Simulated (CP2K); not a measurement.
Two runs for the O K edge of dimethyl ether. Run A: CP2K XAS_TDP, all-electron GAPW, PBEh(45%), aug-cc-pVDZ, TDA, no relativity. Run B has a fault in its input.

First lines with a strength over 0.0015. A:

| atom | energy (eV) | states | strength, one atom |
| --- | --- | --- | --- |
| O2 (bonded to 2 C) | 531.30 | 1 | 0.0138 |
|  | 531.47 | 1 | 0.0035 |
|  | 531.94 | 1 | 0.0190 |
|  | 532.88 | 1 | 0.0131 |
|  | 533.79 | 2 | 0.0266 |

B:

| atom | energy (eV) | states | strength, one atom |
| --- | --- | --- | --- |
| O2 (bonded to 2 C) | 528.82 | 1 | 0.0259 |
|  | 530.21 | 1 | 0.0592 |
|  | 531.51 | 1 | 0.0043 |
|  | 532.49 | 1 | 0.0099 |
|  | 533.92 | 1 | 0.0037 |

What went wrong in run B?

The basis is far too small (basis from aug-cc-pVDZ to 3-21G*). Against PBEh(45%) in aug-cc-pVDZ, the leading line moves by -2.48 eV, to 528.82 eV; the strength of O2's goes from 0.0138 to 0.0259. The next line of O2 over the strength cut lies 1.39 eV higher, against 0.17. Another fault could leave a like mark.

[Hosts, paths, dates, database ids (printed as entryN), source tags and the programs' standing remarks are cut or masked in the printed files.]
